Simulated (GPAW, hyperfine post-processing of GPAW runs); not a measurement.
# MgV2CdO6: working out a paramagnetic 25Mg shift

A spin-polarised calculation (DFT, revPBE+U, plane-wave PAW, GPAW setups, collinear spin, scalar-relativistic; GPAW) with all V moments parallel (S = 0.5 each) puts a spin density ρ↑ − ρ↓ of 0.2064 e/Å³, counted along the moments, at one Mg nucleus (6 V through links of 94 to 99° (8) and 118° (2)). Take g = 2, spin-only moments and Θ = 0 K (a pure Curie law); γ/2π of 25Mg is -2.6083 MHz/T.

**Task.** Find the contact field, the hyperfine constant and the contact shift at 330 K and 380 K, supposing that the crystal is a paramagnet with these local moments at both.

1. A spin density ρ_s carries a moment density μB ρ_s, and the contact field is B_c = (2μ₀/3) μB ρ_s. For 1 e/Å³ that is 7.769 T, so B_c = 1.604 T.

2. With H = A S·I summed over the ions, A = γB_c/(2πS) = -2.6083 × 1.604 / 0.5 = -8.37 MHz.

3. In a field B0 the paramagnet reaches only a fraction of saturation, M/M_sat = g μB (S + 1) B0 / [3 k_B (T − Θ)]. At 330 K this is 2.0355e-03 per tesla, or 0.478 % at 2.35 T.

4. The shift is that fraction of B_c over B0, so B0 drops out: δ = 1.604 × 2.0355e-03 × 10⁶ = 3260 ppm at 330 K.

5. At 380 K it scales by (330 − Θ)/(380 − Θ) = 0.868, to 2840 ppm.

6. The sign says that the spin at the nucleus is parallel to the V moments, as where half-filled orbitals delocalise onto the site. Over this level and the 5 others of the session's ladder with the same moment and an open gap (any hybrids aside), the field runs from 1.45 to 1.95 T. Spin flips in this cell gave a rough Θ of 80 K, not relied on, which would scale the first shift by 1.32. Orbital and pseudocontact parts are not included.

[Hosts, paths, dates, database ids (printed as entryN), source tags and the programs' standing remarks are cut or masked in the printed files.]
